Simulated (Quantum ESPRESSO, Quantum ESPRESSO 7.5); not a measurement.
**1T-SnSe2, 2 layers, AA stacking: a series in biaxial strain**

Aim: how the results for 1T-SnSe2, 2 layers, AA stacking change with biaxial strain.

Program: Quantum ESPRESSO 7.5. Level of theory: plane-wave DFT, PBE, GBRV ultrasoft pseudopotentials (geometry by pw.x at PBE-D3(BJ), GBRV ultrasoft). Results are calculated unless marked as measured.

Report form: the programs' logs are mostly left out.

### 1. Starting point

The cell holds 6 atoms: 4 Se and 2 Sn. Cell: a = 3.870 Å, b = 3.870 Å, c = 22.421 Å, α = 90.0°, β = 90.0°, γ = 120.0°. It derives from SnSe2. Vacuum lies along c.

Set-up: Cell and atoms are first relaxed with a D3(BJ) correction; each strained cell is then held and the atoms relax in it. A periodic run with 15 Å of vacuum in the starting cell gives the vacuum levels, and bands follow along a path.

Members -2, -1, 0, 1 and 2 took the same steps and show in the table alone.

### 2. Relaxing cell and ions of the reference

What the set-up leaves free in this member is relaxed.

ref.relax.in reads:

```
&control
  prefix = 'ref.relax'
  outdir = './out'
  pseudo_dir = './pseudo'
  nstep = 80
  forc_conv_thr = 0.0004
  calculation = 'vc-relax'
  etot_conv_thr = 1e-06
/
&system
  ibrav = 0
  nat = 6
  ntyp = 2
  ecutwfc = 50
  ecutrho = 250
  vdw_corr = 'grimme-d3'
  dftd3_version = 4
  occupations = 'smearing'
  smearing = 'fd'
  degauss = 0.004
/
&electrons
  conv_thr = 1e-09
  mixing_beta = 0.4
  electron_maxstep = 120
  mixing_mode = 'plain'
/
&ions
/
&cell
  cell_dofree = '2Dxy'
  press_conv_thr = 0.3
/
ATOMIC_SPECIES
  Se  78.9710  se_pbe_v1.uspp.F.UPF
  Sn  118.7100  sn_pbe_v1.4.uspp.F.UPF
CELL_PARAMETERS angstrom
  3.87000000000000 0.00000000000000 0.00000000000000
  -1.93500000000000 3.35151831264578 0.00000000000000
  0.00000000000000 0.00000000000000 22.42097808570478
ATOMIC_POSITIONS crystal
  Se  0.666666666700 0.333333333300 0.334508154432
  Sn  0.000000000000 0.000000000000 0.381573207410
  Se  0.333333333300 0.666666666700 0.428638260388
  Se  0.666666666700 0.333333333300 0.571361739612
  Sn  0.000000000000 0.000000000000 0.618426792590
  Se  0.333333333300 0.666666666700 0.665491845568
K_POINTS automatic
  12 12 1 0 0 0
```

Run with:

```console
$ OMP_NUM_THREADS=1 mpirun -n 8 pw.x -nk 8 -in ref.relax.in > ref.relax.out
```

Run time: 13 min. Hardware: 8 MPI ranks of Arm Neoverse V2, shared host; peak memory 1.8 GiB.

Relaxation path (22 of 23):

| step | energy less that of the first step (eV) | largest force (eV/Å) | volume (Å³) |
| --- | --- | --- | --- |
| 1 | 0.0000 | 5.2076 | 290.81 |
| 2 | -2.8529 | 3.2729 | 306.56 |
| 3 | -4.4702 | 1.7031 | 320.96 |
| 4 | -4.9502 | 0.7811 | 327.50 |
| 5 | -5.0751 | 0.3462 | 327.41 |
| 6 | -5.1774 | 0.0585 | 323.19 |
| 7 | -5.2877 | 0.2622 | 315.33 |
| 8 | -5.4021 | 0.4594 | 303.74 |
| 9 | -5.4687 | 0.4010 | 292.19 |
| 10 | -5.4802 | 0.2063 | 291.89 |
| 11 | -5.4846 | 0.1965 | 292.24 |
| 13 | -5.5007 | 0.3025 | 291.77 |
| 14 | -5.5147 | 0.3950 | 290.96 |
| 15 | -5.5344 | 0.4754 | 289.52 |
| 16 | -5.5611 | 0.5220 | 287.53 |
| 17 | -5.5930 | 0.4891 | 284.67 |
| 18 | -5.6164 | 0.2811 | 281.90 |
| 19 | -5.6208 | 0.1219 | 281.94 |
| 20 | -5.6219 | 0.0136 | 282.00 |
| 21 | -5.6219 | 0.0026 | 282.13 |
| 22 | -5.6219 | 0.0027 | 282.14 |
| 23 | -5.5988 | 0.0027 | 282.14 |

| cell as run | before | after | change |
| --- | --- | --- | --- |
| a (Å) | 3.870 | 3.812 | -1.5 % |
| b (Å) | 3.870 | 3.812 | -1.5 % |

The atoms that moved most (Å, along periodic axes as changes of fractional coordinates times the final cell, across vacuum about the mean position):

| atom | dx | dy | dz | length |
| --- | --- | --- | --- | --- |
| Se6 | 0.000 | 0.000 | 0.929 | 0.929 |
| Se1 | 0.000 | 0.000 | -0.929 | 0.929 |
| Sn2 | 0.000 | 0.000 | -0.380 | 0.380 |
| Sn5 | 0.000 | 0.000 | 0.380 | 0.380 |
| Se3 | 0.000 | 0.000 | 0.170 | 0.170 |
| Se4 | 0.000 | 0.000 | -0.170 | 0.170 |

The relaxed structure:

```cif
data_structure
_symmetry_space_group_name_H-M 'P 1'
_symmetry_Int_Tables_number 1
_cell_length_a 3.8119
_cell_length_b 3.8119
_cell_length_c 22.4210
_cell_angle_alpha 90.000
_cell_angle_beta 90.000
_cell_angle_gamma 120.000
_cell_volume 282.14
loop_
_atom_site_label
_atom_site_type_symbol
_atom_site_fract_x
_atom_site_fract_y
_atom_site_fract_z
_atom_site_occupancy
Se1 Se 0.66667 0.33333 0.29307 1
Sn2 Sn 0.00000 0.00000 0.36463 1
Se3 Se 0.33333 0.66667 0.43622 1
Se4 Se 0.66667 0.33333 0.56378 1
Sn5 Sn 0.00000 0.00000 0.63537 1
Se6 Se 0.33333 0.66667 0.70693 1
```

 The last row is no step: it is a fresh SCF in the final cell with a new plane-wave basis, +23 meV from the row before, a sign that the cell is biased by the basis (Pulay stress).

This step gave:

| Property | Result |
| --- | --- |
| free energy | -6709.9666 eV |
| energy at zero smearing | -6709.9665 eV |
| Fermi energy | 1.311 eV |

### 3. Relaxing the ions, -4 %

m0.relax.in reads:

```
&control
  prefix = 'm0.relax'
  outdir = './out'
  pseudo_dir = './pseudo'
  nstep = 40
  forc_conv_thr = 0.0003
  calculation = 'relax'
  tstress = .true.
/
&system
  ibrav = 0
  nat = 6
  ntyp = 2
  ecutwfc = 50
  ecutrho = 250
  vdw_corr = 'grimme-d3'
  dftd3_version = 4
  occupations = 'smearing'
  smearing = 'fd'
  degauss = 0.002
/
&electrons
  conv_thr = 1e-09
  mixing_beta = 0.4
  electron_maxstep = 120
  mixing_mode = 'plain'
/
&ions
/
ATOMIC_SPECIES
  Se  78.9710  se_pbe_v1.uspp.F.UPF
  Sn  118.7100  sn_pbe_v1.4.uspp.F.UPF
CELL_PARAMETERS angstrom
  3.65939200608000 0.00000000000000 0.00000000000000
  -1.82969600352000 3.16912644000000 0.00000000000000
  0.00000000000000 0.00000000000000 22.42097808600000
ATOMIC_POSITIONS crystal
  Se  0.666666666700 0.333333333300 0.293070285400
  Sn  0.000000000000 0.000000000000 0.364627276000
  Se  0.333333333300 0.666666666700 0.436224153600
  Se  0.666666666700 0.333333333300 0.563775846400
  Sn  0.000000000000 0.000000000000 0.635372724000
  Se  0.333333333300 0.666666666700 0.706929714600
K_POINTS automatic
  12 12 1 0 0 0
```

Run with:

```console
$ OMP_NUM_THREADS=1 mpirun -n 8 pw.x -nk 8 -in m0.relax.in > m0.relax.out
```

Run time: 7.5 min. Hardware: 8 MPI ranks; peak memory 1.6 GiB.

Relaxation path:

| step | energy less that of the first step (eV) | largest force (eV/Å) |
| --- | --- | --- |
| 1 | 0.0000 | 0.5672 |
| 2 | -0.0205 | 0.4323 |
| 3 | -0.0364 | 0.2924 |
| 4 | -0.0480 | 0.0973 |
| 5 | -0.0491 | 0.0415 |
| 6 | -0.0493 | 0.0499 |
| 7 | -0.0496 | 0.0569 |
| 8 | -0.0501 | 0.0636 |
| 9 | -0.0508 | 0.0699 |
| 10 | -0.0519 | 0.0752 |
| 11 | -0.0536 | 0.0788 |
| 12 | -0.0557 | 0.0784 |
| 13 | -0.0582 | 0.0708 |
| 14 | -0.0603 | 0.0488 |
| 15 | -0.0606 | 0.0279 |
| 16 | -0.0607 | 0.0148 |
| 17 | -0.0607 | 0.0022 |

The atoms that moved most (Å):

| atom | dx | dy | dz | length |
| --- | --- | --- | --- | --- |
| Se6 | 0.000 | 0.000 | 0.170 | 0.170 |
| Se1 | 0.000 | 0.000 | -0.170 | 0.170 |
| Sn5 | 0.000 | 0.000 | 0.120 | 0.120 |
| Sn2 | 0.000 | 0.000 | -0.120 | 0.120 |
| Se3 | 0.000 | 0.000 | -0.071 | 0.071 |
| Se4 | 0.000 | 0.000 | 0.071 | 0.071 |

Final coordinates:

```xyz
6
Lattice="3.6594 0.0000 0.0000 -1.8297 3.1691 0.0000 0.0000 0.0000 22.4210" Properties=species:S:1:pos:R:3
Se    1.8297    1.0564    6.4013
Sn    0.0000    0.0000    8.0551
Se    0.0000    2.1128    9.7100
Se    1.8297    1.0564   12.7109
Sn    0.0000    0.0000   14.3658
Se    0.0000    2.1128   16.0196
```

The relaxation lowers the energy by 10 meV an atom.

Read from the output:

- free energy: -6709.6926 eV
- Fermi energy: 2.067 eV

### 4. Ground state, -4 %

The self-consistent run of this member.

Level of this step: plane-wave DFT, PBE, GBRV ultrasoft pseudopotentials (Quantum ESPRESSO 7.5).

m0.scf.in reads:

```
&control
  prefix = 'm0.scf'
  outdir = './out'
  pseudo_dir = './pseudo'
  calculation = 'scf'
  tprnfor = .true.
/
&system
  ibrav = 0
  nat = 6
  ntyp = 2
  ecutwfc = 40
  ecutrho = 200
  occupations = 'smearing'
  smearing = 'fd'
  degauss = 0.002
  nbnd = 30
/
&electrons
  conv_thr = 1e-09
  mixing_beta = 0.4
  electron_maxstep = 120
  mixing_mode = 'plain'
/
ATOMIC_SPECIES
  Se  78.9710  se_pbe_v1.uspp.F.UPF
  Sn  118.7100  sn_pbe_v1.4.uspp.F.UPF
CELL_PARAMETERS angstrom
  3.65939200608000 0.00000000000000 0.00000000000000
  -1.82969600352000 3.16912644000000 0.00000000000000
  0.00000000000000 0.00000000000000 22.42097808600000
ATOMIC_POSITIONS crystal
  Se  0.666666666700 0.333333333300 0.285507066300
  Sn  0.000000000000 0.000000000000 0.359268301500
  Se  0.333333333300 0.666666666700 0.433078395500
  Se  0.666666666700 0.333333333300 0.566921604500
  Sn  0.000000000000 0.000000000000 0.640731698500
  Se  0.333333333300 0.666666666700 0.714492933700
K_POINTS automatic
  12 12 1 0 0 0
```

Run with:

```console
$ OMP_NUM_THREADS=1 mpirun -n 8 pw.x -nk 8 -in m0.scf.in > m0.scf.out
```

It took 24 s on 8 MPI ranks; peak memory 1 GiB; 3.2 min of CPU time.

Numbers from this step:

* free energy: -6707.6263 eV
* Fermi energy: 2.068 eV
* valence top, on the run's zero: 1.902 eV
* conduction bottom, on the run's zero: 2.207 eV
* gap by band count: 0.3051 eV

### 5. Potential by pp.x, -4 %

plot_num = 11 writes the bare and Hartree potential, from which vacuum levels or, in a crystal, the mean potential are read.

m0.pot.in reads:

```
&inputpp
  prefix = 'm0.scf'
  outdir = './out'
  filplot = 'm0.pot.dat'
  plot_num = 11
/
```

Run with:

```console
$ OMP_NUM_THREADS=1 mpirun -n 8 pp.x -in m0.pot.in > m0.pot.out
```

The job ended after 0.87 s (8 MPI ranks; peak memory 0.09 GiB; 6.1 s of CPU time).

Numbers from this step:

| Property | Result |
| --- | --- |
| slope of the potential below | 1.24e-4 eV/Å |
| lower vacuum line continued to the bottom atoms, over the valence top | 5.435 eV |
| vacuum level at the lower face over the valence top of the mesh | 5.434 eV |

Electrostatic potential energy of an electron; zero at the highest filled level of the SCF mesh. The potential energy, planar mean by z:

z (Å), potential energy, planar mean (eV) and a bar from the least value:
```
      0.0        5.4 ##############################
      0.5        5.4 ##############################
      1.0        5.4 ##############################
      1.5        5.4 ##############################
      2.0        5.4 ##############################
      2.5        5.4 ##############################
      3.0        5.4 ##############################
      3.5        5.4 ##############################
      4.0        5.4 ##############################
      4.5        5.3 ##############################
      5.0        4.8 #############################
      5.5        2.4 #########################
      6.0       -6.4 ###########
      6.5      -12.0 #
      7.0       -5.1 #############
      7.5       -7.5 #########
      8.0      -12.9 
      8.5       -9.1 ######
      9.0       -4.3 ##############
      9.5      -11.0 ###
     10.0       -8.8 #######
     10.5        1.2 #######################
     11.0        4.2 ############################
     11.5        4.0 ############################
     12.0        0.0 #####################
     12.5      -10.3 ####
     13.0      -10.0 #####
     13.5       -4.4 ##############
     14.0      -10.2 ####
     14.5      -12.5 #
     15.0       -6.4 ###########
     15.5       -6.3 ###########
     16.0      -12.3 #
     16.5       -4.6 ##############
     17.0        3.0 ##########################
     17.5        4.9 #############################
     18.0        5.3 ##############################
     18.5        5.4 ##############################
     19.0        5.4 ##############################
     19.5        5.4 ##############################
     20.0        5.4 ##############################
     20.5        5.4 ##############################
     21.0        5.4 ##############################
     21.5        5.4 ##############################
     22.0        5.4 ##############################
```

### 6. Bands along a path, -4 %

Bands along a path place the edges.

m0.bands.in is the input of step 4 with these lines changed:

```diff
@@ -1,7 +1,6 @@
 &control
-  prefix = 'm0.scf'
+  prefix = 'm0.bands'
   outdir = './out'
   pseudo_dir = './pseudo'
-  calculation = 'scf'
-  tprnfor = .true.
+  calculation = 'bands'
 /
@@ -16,6 +15,6 @@
   degauss = 0.002
-  nbnd = 30
+  nbnd = 32
 /
 &electrons
-  conv_thr = 1e-09
+  conv_thr = 1e-07
   mixing_beta = 0.4
@@ -38,3 +37,7 @@
   Se  0.333333333300 0.666666666700 0.714492933700
-K_POINTS automatic
-  12 12 1 0 0 0
+K_POINTS crystal_b
+4
+  0.0000000000 0.0000000000 0.0000000000 12
+  0.5000000000 0.0000000000 0.0000000000 12
+  0.3333333333 0.3333333333 0.0000000000 12
+  0.0000000000 0.0000000000 0.0000000000 1
```

Run with:

```console
$ cp -r out/m0.scf.save out/m0.bands.save
$ cp out/m0.scf.xml out/m0.bands.xml
$ OMP_NUM_THREADS=1 mpirun -n 8 pw.x -nk 8 -in m0.bands.in > m0.bands.out
```

Run time: 40 s. Hardware: 8 MPI ranks; peak memory 0.88 GiB.

Band numbers count within the set of bands kept for display. The electronic bands at the labelled points (eV, zero at the highest filled level of the SCF mesh; v1 is the highest filled band, c1 the lowest empty one):

| point | v4 | v3 | v2 | v1 | c1 | c2 | c3 | c4 |
| --- | --- | --- | --- | --- | --- | --- | --- | --- |
| Γ | -0.12 | -0.12 | -0.04 | -0.04 | 1.48 | 2.37 | 3.36 | 3.44 |
| halfway | -1.61 | -1.01 | -0.36 | -0.18 | 1.56 | 1.95 | 3.80 | 4.24 |
| M | -1.66 | -1.26 | -0.71 | -0.50 | 0.31 | 0.76 | 3.71 | 3.75 |
| halfway | -1.66 | -1.59 | -1.24 | -1.10 | 1.20 | 1.26 | 4.04 | 4.52 |
| K | -1.83 | -1.83 | -1.20 | -1.20 | 0.99 | 1.62 | 4.15 | 4.15 |
| halfway | -1.40 | -1.32 | -1.04 | -0.65 | 2.08 | 2.15 | 4.37 | 4.41 |
| Γ | -0.12 | -0.12 | -0.04 | -0.04 | 1.48 | 2.37 | 3.36 | 3.44 |

Along this path the valence top lies near Γ and the conduction bottom at M.

### 7. Relaxing the ions, -3 %

Level of this step: plane-wave DFT, PBE-D3(BJ), GBRV ultrasoft pseudopotentials (Quantum ESPRESSO 7.5).

m1.relax.in reads:

```
&control
  prefix = 'm1.relax'
  outdir = './out'
  pseudo_dir = './pseudo'
  nstep = 40
  forc_conv_thr = 0.0003
  calculation = 'relax'
  tstress = .true.
/
&system
  ibrav = 0
  nat = 6
  ntyp = 2
  ecutwfc = 50
  ecutrho = 250
  vdw_corr = 'grimme-d3'
  dftd3_version = 4
  occupations = 'smearing'
  smearing = 'fd'
  degauss = 0.002
/
&electrons
  conv_thr = 1e-09
  mixing_beta = 0.4
  electron_maxstep = 120
  mixing_mode = 'plain'
/
&ions
/
ATOMIC_SPECIES
  Se  78.9710  se_pbe_v1.uspp.F.UPF
  Sn  118.7100  sn_pbe_v1.4.uspp.F.UPF
CELL_PARAMETERS angstrom
  3.69751067281000 0.00000000000000 0.00000000000000
  -1.84875533689000 3.20213817375000 0.00000000000000
  0.00000000000000 0.00000000000000 22.42097808600000
ATOMIC_POSITIONS crystal
  Se  0.666666666700 0.333333333300 0.293070285400
  Sn  0.000000000000 0.000000000000 0.364627276000
  Se  0.333333333300 0.666666666700 0.436224153600
  Se  0.666666666700 0.333333333300 0.563775846400
  Sn  0.000000000000 0.000000000000 0.635372724000
  Se  0.333333333300 0.666666666700 0.706929714600
K_POINTS automatic
  12 12 1 0 0 0
```

Run with:

```console
$ OMP_NUM_THREADS=1 mpirun -n 8 pw.x -nk 8 -in m1.relax.in > m1.relax.out
```

Elapsed: 7.2 min, on 8 MPI ranks; peak memory 1.6 GiB; 57 min of CPU time.

Relaxation path:

| step | energy less that of the first step (eV) | largest force (eV/Å) |
| --- | --- | --- |
| 1 | 0.0000 | 0.4086 |
| 2 | -0.0106 | 0.3162 |
| 3 | -0.0191 | 0.2194 |
| 4 | -0.0257 | 0.0834 |
| 5 | -0.0265 | 0.0307 |
| 6 | -0.0266 | 0.0353 |
| 7 | -0.0268 | 0.0396 |
| 8 | -0.0270 | 0.0436 |
| 9 | -0.0274 | 0.0473 |
| 10 | -0.0280 | 0.0505 |
| 11 | -0.0288 | 0.0526 |
| 12 | -0.0299 | 0.0527 |
| 13 | -0.0313 | 0.0492 |
| 14 | -0.0327 | 0.0389 |
| 15 | -0.0334 | 0.0204 |
| 16 | -0.0334 | 0.0125 |
| 17 | -0.0334 | 0.0031 |

The atoms that moved most (Å):

| atom | dx | dy | dz | length |
| --- | --- | --- | --- | --- |
| Se1 | 0.000 | 0.000 | -0.132 | 0.132 |
| Se6 | 0.000 | 0.000 | 0.132 | 0.132 |
| Sn5 | 0.000 | 0.000 | 0.095 | 0.095 |
| Sn2 | 0.000 | 0.000 | -0.095 | 0.095 |
| Se3 | 0.000 | 0.000 | -0.058 | 0.058 |
| Se4 | 0.000 | 0.000 | 0.058 | 0.058 |

The relaxed structure:

```xyz
6
Lattice="3.6975 0.0000 0.0000 -1.8488 3.2021 0.0000 0.0000 0.0000 22.4210" Properties=species:S:1:pos:R:3
Se    1.8488    1.0674    6.4389
Sn    0.0000    0.0000    8.0804
Se    0.0000    2.1348    9.7231
Se    1.8488    1.0674   12.6979
Sn    0.0000    0.0000   14.3405
Se    0.0000    2.1348   15.9821
```

The relaxation lowers the energy by 6 meV an atom.

Numbers from this step:

```
free energy  : -6709.8053 eV
Fermi energy : 1.857 eV
```

### 8. SCF with pw.x, -3 %

Level of this step: plane-wave DFT, PBE, GBRV ultrasoft pseudopotentials (Quantum ESPRESSO 7.5).

m1.scf.in reads:

```
&control
  prefix = 'm1.scf'
  outdir = './out'
  pseudo_dir = './pseudo'
  calculation = 'scf'
  tprnfor = .true.
/
&system
  ibrav = 0
  nat = 6
  ntyp = 2
  ecutwfc = 40
  ecutrho = 200
  occupations = 'smearing'
  smearing = 'fd'
  degauss = 0.002
  nbnd = 30
/
&electrons
  conv_thr = 1e-09
  mixing_beta = 0.4
  electron_maxstep = 120
  mixing_mode = 'plain'
/
ATOMIC_SPECIES
  Se  78.9710  se_pbe_v1.uspp.F.UPF
  Sn  118.7100  sn_pbe_v1.4.uspp.F.UPF
CELL_PARAMETERS angstrom
  3.69751067281000 0.00000000000000 0.00000000000000
  -1.84875533689000 3.20213817375000 0.00000000000000
  0.00000000000000 0.00000000000000 22.42097808600000
ATOMIC_POSITIONS crystal
  Se  0.666666666700 0.333333333300 0.287181431900
  Sn  0.000000000000 0.000000000000 0.360395942700
  Se  0.333333333300 0.666666666700 0.433658707700
  Se  0.666666666700 0.333333333300 0.566341292300
  Sn  0.000000000000 0.000000000000 0.639604057300
  Se  0.333333333300 0.666666666700 0.712818568100
K_POINTS automatic
  12 12 1 0 0 0
```

Run with:

```console
$ OMP_NUM_THREADS=1 mpirun -n 8 pw.x -nk 8 -in m1.scf.in > m1.scf.out
```

The job ended after 23 s (8 MPI ranks; peak memory 1 GiB; 3 min of CPU time).

This step gave:

| Item | Value |
| --- | --- |
| free energy | -6707.7669 eV |
| valence top, on the run's zero | 1.648 eV |
| conduction bottom, on the run's zero | 2.038 eV |
| gap by band count | 0.3896 eV |

### 9. Relaxation with pw.x, 3 %

Level of this step: plane-wave DFT, PBE-D3(BJ), GBRV ultrasoft pseudopotentials (Quantum ESPRESSO 7.5).

m7.relax.in reads:

```
&control
  prefix = 'm7.relax'
  outdir = './out'
  pseudo_dir = './pseudo'
  nstep = 40
  forc_conv_thr = 0.0003
  calculation = 'relax'
  tstress = .true.
/
&system
  ibrav = 0
  nat = 6
  ntyp = 2
  ecutwfc = 50
  ecutrho = 250
  vdw_corr = 'grimme-d3'
  dftd3_version = 4
  occupations = 'smearing'
  smearing = 'fd'
  degauss = 0.002
/
&electrons
  conv_thr = 1e-09
  mixing_beta = 0.4
  electron_maxstep = 120
  mixing_mode = 'plain'
/
&ions
/
ATOMIC_SPECIES
  Se  78.9710  se_pbe_v1.uspp.F.UPF
  Sn  118.7100  sn_pbe_v1.4.uspp.F.UPF
CELL_PARAMETERS angstrom
  3.92622267319000 0.00000000000000 0.00000000000000
  -1.96311133711000 3.40020857625000 0.00000000000000
  0.00000000000000 0.00000000000000 22.42097808600000
ATOMIC_POSITIONS crystal
  Se  0.666666666700 0.333333333300 0.293070285400
  Sn  0.000000000000 0.000000000000 0.364627276000
  Se  0.333333333300 0.666666666700 0.436224153600
  Se  0.666666666700 0.333333333300 0.563775846400
  Sn  0.000000000000 0.000000000000 0.635372724000
  Se  0.333333333300 0.666666666700 0.706929714600
K_POINTS automatic
  12 12 1 0 0 0
```

Run with:

```console
$ OMP_NUM_THREADS=1 mpirun -n 8 pw.x -nk 8 -in m7.relax.in > m7.relax.out
```

Wall time 12 min (8 MPI ranks); peak memory 1.8 GiB.

Relaxation path:

| step | energy less that of the first step (eV) | largest force (eV/Å) |
| --- | --- | --- |
| 1 | 0.0000 | 0.3186 |
| 2 | -0.0063 | 0.2653 |
| 3 | -0.0119 | 0.2083 |
| 4 | -0.0176 | 0.1253 |
| 5 | -0.0205 | 0.0315 |
| 6 | -0.0205 | 0.0280 |
| 7 | -0.0206 | 0.0292 |
| 8 | -0.0208 | 0.0306 |
| 9 | -0.0210 | 0.0321 |
| 10 | -0.0213 | 0.0338 |
| 11 | -0.0217 | 0.0358 |
| 12 | -0.0224 | 0.0379 |
| 13 | -0.0234 | 0.0402 |
| 14 | -0.0249 | 0.0424 |
| 15 | -0.0268 | 0.0438 |
| 16 | -0.0291 | 0.0487 |
| 17 | -0.0310 | 0.0652 |
| 18 | -0.0313 | 0.0608 |
| 19 | -0.0314 | 0.0469 |
| 20 | -0.0315 | 0.0226 |
| 21 | -0.0316 | 0.0002 |

The atoms that moved most (Å):

| atom | dx | dy | dz | length |
| --- | --- | --- | --- | --- |
| Se6 | 0.000 | 0.000 | -0.179 | 0.179 |
| Se1 | 0.000 | 0.000 | 0.179 | 0.179 |
| Sn5 | 0.000 | 0.000 | -0.141 | 0.141 |
| Sn2 | 0.000 | 0.000 | 0.141 | 0.141 |
| Se3 | 0.000 | 0.000 | 0.105 | 0.105 |
| Se4 | 0.000 | 0.000 | -0.105 | 0.105 |

The relaxed structure:

```xyz
6
Lattice="3.9262 0.0000 0.0000 -1.9631 3.4002 0.0000 0.0000 0.0000 22.4210" Properties=species:S:1:pos:R:3
Se    1.9631    1.1334    6.7503
Sn    0.0000    0.0000    8.3161
Se    0.0000    2.2668    9.8854
Se    1.9631    1.1334   12.5356
Sn    0.0000    0.0000   14.1048
Se    0.0000    2.2668   15.6707
```

The relaxation lowers the energy by 5 meV an atom.

This step gave:

* free energy: -6709.9140 eV
* Fermi energy: 0.9008 eV

(Continued in part 2 of 2.)

[Logs are printed without paths, hosts, clocks, repeated set-up lines and the standing remarks that a program may print on its own settings, such as how far it seeks lower states.]

[Hosts, paths, dates, database ids (printed as entryN), source tags and the programs' standing remarks are cut or masked in the printed files.]

[Maps of the electrostatic potential energy from Ansatz leave out the sawtooth potential of an applied field or a dipole correction, so their vacuum need not be flat; planar profiles and work functions include it.]
